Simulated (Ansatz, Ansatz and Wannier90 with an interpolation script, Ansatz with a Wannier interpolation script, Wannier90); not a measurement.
Planning a run of Ansatz 0.2.0 on GaP (F-43m). The input:

```yaml
crystal:
  lattice:
    - [0.0, 2.6979975, 2.6979975]
    - [2.6979975, 0.0, 2.6979975]
    - [2.6979975, 2.6979975, 0.0]
  atoms:
    - { symbol: Ga, position: [0.0, 0.0, 0.0] }
    - { symbol: P, position: [0.75, 0.75, 0.75] }
kpoints:
  mp_grid: { grid: [6, 6, 6] }
hamiltonian:
  xc: lda
scf:
  occupations: { method: fixed }
gw:
  n_empty_bands: 180
  ecut_chi: 160.0
  qp_bands: [v3, c2]
  screening: { model: contour_deformation }
```

```sh
ansatz run input.yaml --threads 14 --pin off --max-ram 73728MiB --backend cpu --events-out ev --progress --plain --runs-dir out
```

Q: How long will it take on 14 threads of Arm Neoverse V2, shared host, and how much memory?

It took 51 s; on shared hardware allow 26 s to 1.7 min. Peak host memory was 1.5 GiB. The sizes that set the cost: 749 plane waves a state, 16 irreducible k points, 189 bands summed, 169 plane waves in the screening and 6 SCF cycles.

The screening grows as filled bands × empty bands × pairs of k points, times the square of the screening basis for the matrix.

[Paths, hosts, dates, memory and timing lines, banners, echoed tables and standing remarks are left out of the program output.]

[Logs are printed without paths, hosts, clocks, repeated set-up lines and the standing remarks that a program may print on its own settings, such as how far it seeks lower states.]

[Runs of the session that timed out or met a known fault of the program may be left out.]

[Hosts, paths, dates, database ids (printed as entryN), source tags and the programs' standing remarks are cut or masked in the printed files.]
